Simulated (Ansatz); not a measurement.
**Li (Im-3m, 1 atom in the cell): from the cell to its phonons**

The cell of Li (Im-3m, 1 atom in the cell) is at rest. What are its phonons?

Method: DFT PBE, scalar-relativistic, plane waves, PAW, in Ansatz 0.2.0.

## Step 1: Starting point

Symmetry: Im-3m, No. 229, cubic system. Conventional cell: a = 3.435 Å, b = 3.435 Å, c = 3.435 Å, α = 90.00°, β = 90.00°, γ = 90.00°. Li has 8 Li at 2.97 Å nearest.

## Step 2: The dispersion

The cell comes from relaxations at this level that are not shown. Stability and thermal properties need the whole zone. Linear response on a 4×4×4 q mesh gives force constants as far as a supercell of that size would.

input.yaml reads:

```yaml
crystal:
  lattice:
    - [-1.7175206876, 1.7175206876, 1.7175206876]
    - [1.7175206876, -1.7175206876, 1.7175206876]
    - [1.7175206876, 1.7175206876, -1.7175206876]
  atoms:
    - { symbol: Li, position: [0.0, 0.0, 0.0] }
kpoints:
  mp_grid: { grid: [16, 16, 16] }
hamiltonian:
  xc: pbe
scf:
  occupations: { method: methfessel_paxton, width: 0.15 }
output:
  eigenvalues: true
phonons:
  method: dfpt
  qmesh: [4, 4, 4]
  temperatures: { t_max: 1000, t_step: 50 }
  qpath:
    path:
      - [[0.0, 0.0, 0.0], [0.5, -0.5, 0.5], [0.0, 0.0, 0.5], [0.0, 0.0, 0.0], [0.25, 0.25, 0.25], [0.5, -0.5, 0.5]]
      - [[0.25, 0.25, 0.25], [0.0, 0.0, 0.5]]
    npoints: 10
```

The run is started by

```
ansatz run input.yaml --threads 4 --pin off --max-ram 7168MiB --backend cpu --events-out ev --progress --plain --runs-dir out
```

Numbers of over 12 decimals in the logs are rounded to 6 here.

What it wrote:

```text
Engine: ansatz 0.2.0, aarch64-unknown-linux-gnu
Pseudopotentials: kind: paw
Pseudopotential: Li, paw, valence charge 3, recommended cutoff 420 eV (normal), Li.paw.azcp
Functional definition: PBE
  parameter kappa = 0.804
  parameter beta = 0.066725
  exchange = pbe_x(kappa = kappa, mu = beta*pi^2/3)
  correlation = pbe_c(beta = beta)
Crystal: 1 atoms, lattice volume = 20.266 Å³
Basis set: ecut = 420 eV, 381 PW (Γ), exchange–correlation on 40×40×40 points (8 copies of the dense FFT grid, shifted against one another)
Bands: 6, of which v1, the nominal top of the filled ones, is band 2 counted from 1 (1 counted from 0)
Symmetry: 48 space group operations
k-points: 145 of 4096
Non-local potential: Li, projectors of the file, l = 0: 3, l = 1: 2, l = 2: 1
PAW form: soft (Blöchl's): semilocal exchange-correlation on the pseudo side does not see the compensation charge
PAW one-centre angular grid: Li, 110 points (default); XC on 64 Gauss nodes
Initial density: superposition of atomic densities (neutral atoms: chi_scale 0, normalization atom), corrected by the library's trained network
Initial wavefunctions: pseudopotential atomic-orbital guess
Functional: x = pbe(κ = 0.804, μ = 0.219515), c = pbe(β = 0.066725)
SCF iter   1: F=—  HF=-204.686884 eV  |F-HF|=—  |Δ(HF+E_count)|=         —  Δρ=1.35e-4  dr2=2.61e-6  ethr=1.77e-3  ⟨swp⟩=4.2  Hψ=6729  notcnv=0
preconditioner: auto → none  [metal: Δε(μ)=0.035 eV  Ē_g=10.688 eV  σ=0.150 eV  W_gap=0.20  n_scr=0 (ndim 8)  ℏωp=8.2 eV  f_vac=0.000  D(μ)=0.57/eV (n_scr^D=0)]
SCF iter   2: F=—  HF=-204.686879 eV  |F-HF|=—  |Δ(HF+E_count)|=   4.89e-6  S|Δr|=    0.00e0  Δρ=6.76e-5  dr2=6.75e-7  ethr=8.69e-8  ⟨swp⟩=2.0  Hψ=2252  notcnv=0
SCF iter   3: F=—  HF=-204.686879 eV  |F-HF|=—  |Δ(HF+E_count)|=   2.21e-7  S|Δr|=    0.00e0  Δρ=5.23e-6  dr2=2.40e-9  ethr=2.25e-8  ⟨swp⟩=2.0  Hψ=1041  notcnv=0
SCF iter   4: F=—  HF=-204.686879 eV  |F-HF|=—  |Δ(HF+E_count)|=   6.32e-9  S|Δr|=    0.00e0  Δρ=8.36e-7  dr2=8.50e-11  ethr=8.01e-11  ⟨swp⟩=2.0  Hψ=1045  notcnv=0
SCF iter   5: F=-204.686879 eV  HF=-204.686879 eV  |F-HF|=1.99e-13  |Δ(HF+E_count)|=  1.77e-10  S|Δr|=    0.00e0  Δρ=7.59e-8  dr2=4.72e-13  ethr=1.00e-12  ⟨swp⟩=4.6  Hψ=2438  notcnv=0
SCF 1 converged in 5 iterations: F = -204.686879 eV  dr2 = 4.72e-13
  greatest PAW one-centre occupation: 1.000 electrons in one spin orbital (limit 2), on the Li atom at site 0 (counted from 0), in its partial waves of l = 0
NSCF: frozen V_eff on 145 k-points
NSCF: frozen V_eff on 349 k-points
DFPT response loops at q = (0, 0, 0) (fractional): preconditioner auto → Kerker (q_TF=auto, 1.984 Å⁻¹) (partly filled bands, converged f_vac=0.000); β = 1.00, the filter's whole step (`scf.mixing.beta` (0.50) is not read by the response loops under this deck's `scf.mixing.preconditioner`; to damp them name `kerker` or `kerker_dos`, under which they read `scf.mixing.beta`, and type it under 1.00, their step now; both keys bind the ground state too); Broyden in place of MSR1
NSCF: frozen V_eff on 4352 k-points
DFPT response loops at q = (0, 0, 0.25) (fractional): mixed as the last ones told, above
NSCF: frozen V_eff on 2196 k-points
DFPT response loops at q = (0, 0, -0.5) (fractional): mixed as the last ones told, above
NSCF: frozen V_eff on 8192 k-points
DFPT response loops at q = (0, 0.25, 0.25) (fractional): mixed as the last ones told, above
NSCF: frozen V_eff on 1178 k-points
DFPT response loops at q = (0.25, 0.25, 0.25) (fractional): mixed as the last ones told, above
NSCF: frozen V_eff on 2320 k-points
DFPT response loops at q = (0.25, 0.25, -0.25) (fractional): mixed as the last ones told, above
NSCF: frozen V_eff on 4352 k-points
DFPT response loops at q = (0.25, -0.5, -0.5) (fractional): mixed as the last ones told, above
NSCF: frozen V_eff on 698 k-points
DFPT response loops at q = (-0.5, -0.5, -0.5) (fractional): mixed as the last ones told, above
SCF converged after 5 iterations
Stability not checked: this state was not tested for a lower state beside it, because cold or Methfessel-Paxton smearing, or corrected tetrahedra, fill the levels in a way that the test cannot read (fill_not_monotonic; see scf.lower_state_search)
Free energy (F): -204.686879 eV
Harris-Foulkes:  -204.686879 eV  (|F-HF|=1.99e-13)
Internal energy: -204.686131 eV  (E = F + TS)
E sigma→0 (E₀):  -204.686692 eV
Entropy (-TS):   -0.000749 eV (-0.749 meV/atom)
Fermi energy:    1.012334 eV
--- Per-component energies (eV) ---
  E_band       = -91.310148
  E_kinetic    = 21.200440
  E_local      = -132.154689  (includes V_loc(G=0)·N_el)
  E_nonlocal   = -33.243306
  E_hartree    = 39.240069
  E_xc         = -10.067172
  E_vxc        = -12.959082  (∫ρ·V_xc dr)
  E_paw        = -21.011205  (= ΣΔE_a)
  E_vpaw       = -12.633646  (= ΣTr[D̂ρ^β])
  E_aug_tail   = 0.000003  (compensation charges beyond the density's cutoff)
  E_ewald      = -68.650271
  E_smearing   = -0.000749  (= −TS)
  E_closure    = -0.000000  (closes the sum)
  Σ components = -204.686879   (vs F -204.686879, Δ=0.00e0)
--- Band table (eV; the first three rows and the last of 145) ---
  k-point 0: bands = ["-45.4902", "-2.5504", "15.6325", "15.6325", "15.6325", "20.3965"]
  k-point 1: bands = ["-45.4895", "-2.4763", "15.1294", "15.2549", "15.5024", "19.2361"]
  k-point 2: bands = ["-45.4874", "-2.2538", "13.6627", "14.4507", "15.1338", "18.1953"]
  k-point 144: bands = ["-45.4577", "6.5467", "6.5467", "6.5467", "8.7993", "8.7993"]
--- Phonons (Γ-DFPT): 1 representative perturbation + reference (Σ response iterations 3) ---
  ASR residual: 3.201e-5 → 0.000e0 eV/Å²; symmetrization residual: 1.042e-13 eV/Å²
  ASR residual per site (eV/Å²): 3.20e-5
  Γ frequencies (cm⁻¹): 0.00 0.00 0.00
--- Phonons (arbitrary-q DFPT): 8 irreducible q on the 4×4×4 mesh ---
  q = [0.0000, 0.0000, 0.0000] (star 1, of the zone-centre solve; hermiticity 1.27e-9, symmetrization 3.26e-9): -0.00 -0.00 0.00
  q = [0.0000, 0.0000, 0.2500] (star 12, 2 solved perturbations in 3336 linear systems a pass and spin channel, the states on 2176 of 4096 k-point pairs; hermiticity 3.42e-8, symmetrization 2.06e-8): 32.98 134.05 226.09
  q = [0.0000, 0.0000, -0.5000] (star 6, 2 solved perturbations in 1719 linear systems a pass and spin channel, the states on 1098 of 4096 k-point pairs; hermiticity 6.72e-9, symmetrization 4.99e-9): 40.32 183.70 317.89
  q = [0.0000, 0.2500, 0.2500] (star 24, 2 solved perturbations in 6272 linear systems a pass and spin channel, the states on 4096 of 4096 k-point pairs; hermiticity 6.67e-9, symmetrization 1.97e-14): 126.41 248.33 299.38
  q = [0.2500, 0.2500, 0.2500] (star 2, 1 solved perturbation on 589 of 4096 k-point pairs; hermiticity 3.55e-8, symmetrization 1.77e-8): 261.99 261.99 261.99
  q = [0.2500, 0.2500, -0.2500] (star 6, 2 solved perturbations in 1808 linear systems a pass and spin channel, the states on 1160 of 4096 k-point pairs; hermiticity 1.95e-7, symmetrization 7.67e-8): 212.09 224.97 224.97
  q = [0.2500, -0.5000, -0.5000] (star 12, 2 solved perturbations in 3336 linear systems a pass and spin channel, the states on 2176 of 4096 k-point pairs; hermiticity 1.53e-8, symmetrization 5.57e-9): 216.02 282.05 312.34
  q = [-0.5000, -0.5000, -0.5000] (star 1, 1 solved perturbation on 349 of 4096 k-point pairs; hermiticity 1.33e-8, symmetrization 6.64e-9): 330.80 330.80 330.80
  sum rule: each row above includes the acoustic sum rule's correction from the zone centre's row sums; it moved no ω² by more than (1.12 cm⁻¹)²
  mesh force constants: q→R imaginary residual 0.00e0; ASR residual 3.201e-5 → 0.000e0 eV/Å²; symmetrization residual 8.882e-16 eV/Å²
  interpolated dispersion: 62 rows × 3 modes
  density of states and harmonic sums: on the 28×28×28 q-mesh, interpolated from the force constants of a 4×4×4 supercell (no non-analytic term)
  largest difference from the sums on the solved wave vectors: F 4.69e-3 eV, S 1.05e-5 and C_V 3.84e-6 eV/K
  zero-point energy: 0.039697 eV/cell   skipped modes (ω ≤ 0): 7, of them read as no rigid motion or as one in doubt: 4 (2.187e-3 modes/cell left out, lowest -14.96 cm⁻¹)   left out of the sums: 7.74e-4 of the cell's modes: C_V's classical limit lies that fraction below 3 k_B per atom; for a crystal, a wire or a layer, F and S can be off by more, and a phonons.interpolated_qmesh denser along its periods is the remedy for the sampling
```

Wall time 22 s (4 threads of Arm Neoverse V2, shared host); peak memory 1.1 GiB; 81 s of CPU time.

The column dr2 measures how far the density is from self-consistency, as an energy; F and HF (Harris–Foulkes) agree once it is small.

This step gave:

```yaml
volume_per_atom: 20.27 Å³
gap_on_the_k_mesh: 0 eV
sum_rule_residual_before_enforcement: 3.20e-5 eV/Å²
lowest_frequency_on_the_path: -14.73 cm⁻¹
highest_frequency_on_the_path_or_at_a_solved_wavevector: 330.8 cm⁻¹
lowest_mode_on_the_q_mesh_acoustic_modes_at_gamma_apart: 32.98 cm⁻¹
```

Frequencies (cm⁻¹) solved at each irreducible wavevector; negative means imaginary. Frequencies by wavevector, by row:

| q in reciprocal lattice units | star | mode 1 | mode 2 | mode 3 |
| --- | --- | --- | --- | --- |
| 0 0 0 | 1 | 0 | 0 | 0 |
| 0 0 0.25 | 12 | 33 | 134.1 | 226.1 |
| 0 0 -0.5 | 6 | 40.3 | 183.7 | 317.9 |
| 0 0.25 0.25 | 24 | 126.4 | 248.3 | 299.4 |
| 0.25 0.25 0.25 | 2 | 262 | 262 | 262 |
| 0.25 0.25 -0.25 | 6 | 212.1 | 225 | 225 |
| 0.25 -0.5 -0.5 | 12 | 216 | 282.1 | 312.3 |
| -0.5 -0.5 -0.5 | 1 | 330.8 | 330.8 | 330.8 |

Interpolated from a 4×4×4 q mesh. The phonon branches at the labelled points (cm⁻¹):

| point | branch 1 | branch 2 | branch 3 |
| --- | --- | --- | --- |
| Γ | 0 | 0 | 0 |
| halfway | 212 | 225 | 225 |
| H | 331 | 331 | 331 |
| halfway | 216 | 282 | 312 |
| N | 40 | 184 | 318 |
| halfway | 33 | 134 | 226 |
| Γ | 0 | 0 | 0 |
| halfway | 143 | 143 | 257 |
| P | 262 | 262 | 262 |
| halfway | 165 | 304 | 304 |
| H | 331 | 331 | 331 |
| jump to P | 262 | 262 | 262 |
| halfway | 162 | 234 | 315 |
| N | 40 | 184 | 318 |

The phonon branches as a text plot (rows in cm⁻¹):

```
    324 |          *****    **                          ***   ***
    309 |         *   ******  **                     ***     *
    295 |        **     *                    **   ***   *   *
    280 |              * *      *           *  * *         *
    266 |       **        *                     *      *   *
    252 |               *                  *   *           **
    237 |       *                                            *
    223 |     **         *       *        *   *  *            *
    208 |     **           *                 *        *     *
    194 |    *              *     *                            **
    180 |    *            *  ***         *  *     *          *
    165 |                       *                    *
    151 |   *                                      *
    136 |                        * *       *        *         *
    122 |   *                           *
    108 |  *                      *       *
     93 |                  *        *
     79 |  *                       *                           *
     64 |                   *          * *
     50 | *                    **   **                          *
     36 | *                  **  *      *
     21 |                         *  * *
      7 |*                            *
     -8 |                          ***
         Γ           H       N        Γ         P        H|P    N
```

The phonon density of states has structure finer than the step of the table below, so its rows give means over 20 cm⁻¹, whole bins alone (the curve runs from -17.5 to 332 cm⁻¹). Peaks (cm⁻¹: height): 307.5: 0.0348.

Tetrahedra on a 28×28×28 mesh, mean over bins of 5 cm-1. Interpolated from a 4×4×4 q mesh. The phonon density of states by wavenumber; means over each step:

| wavenumber (cm⁻¹) | phonon density of states (1/cm⁻¹/cell) |
| --- | --- |
| 0 | 1.6e-4 |
| 20 | 6.7e-4 |
| 40 | 0.00181 |
| 60 | 0.00400 |
| 80 | 0.00545 |
| 100 | 0.00730 |
| 120 | 0.00970 |
| 140 | 0.00990 |
| 160 | 0.00843 |
| 180 | 0.00945 |
| 200 | 0.0105 |
| 220 | 0.0106 |
| 240 | 0.0110 |
| 260 | 0.0115 |
| 280 | 0.0129 |
| 300 | 0.0235 |
| 320 | 0.0130 |

Second derivatives of the energy by pair, one row for each kind of neighbour of each atom listed. Each entry sums the pair over the periodic images of the supercell that the q mesh stands for, and in a polar crystal it holds the long-range dipole part too. Force constants by pair, by row:

| atom | neighbour | distance (Å) | third of the trace (eV/Å²) | along the pair's line (eV/Å²) |
| --- | --- | --- | --- | --- |
| Li1 | itself | 0 | 1.326 | – |
| Li1 | Li | 2.975 | -0.1661 | -0.4912 |
| Li1 | Li | 3.435 | -0.0301 | -0.0459 |
| Li1 | Li | 4.858 | 0.0232 | 0.0563 |
| Li1 | Li | 5.696 | -0.0028 | -0.015 |
| Li1 | Li | 5.95 | -0.0189 | -0.0576 |
| Li1 | Li | 6.87 | -0.0104 | -0.0072 |

Symmetry leaves 8 wavevectors to solve. The lowest mode among them, the acoustic zeros apart, lies at q = (0, 0, 0.25) and is real, 33.0 cm⁻¹. Between them the interpolated path dips to 15i cm⁻¹.

(Continued in part 2 of 2.)

[Logs are printed without paths, hosts, clocks, repeated set-up lines and the standing remarks that a program may print on its own settings, such as how far it seeks lower states.]

[Hosts, paths, dates, database ids (printed as entryN), source tags and the programs' standing remarks are cut or masked in the printed files.]
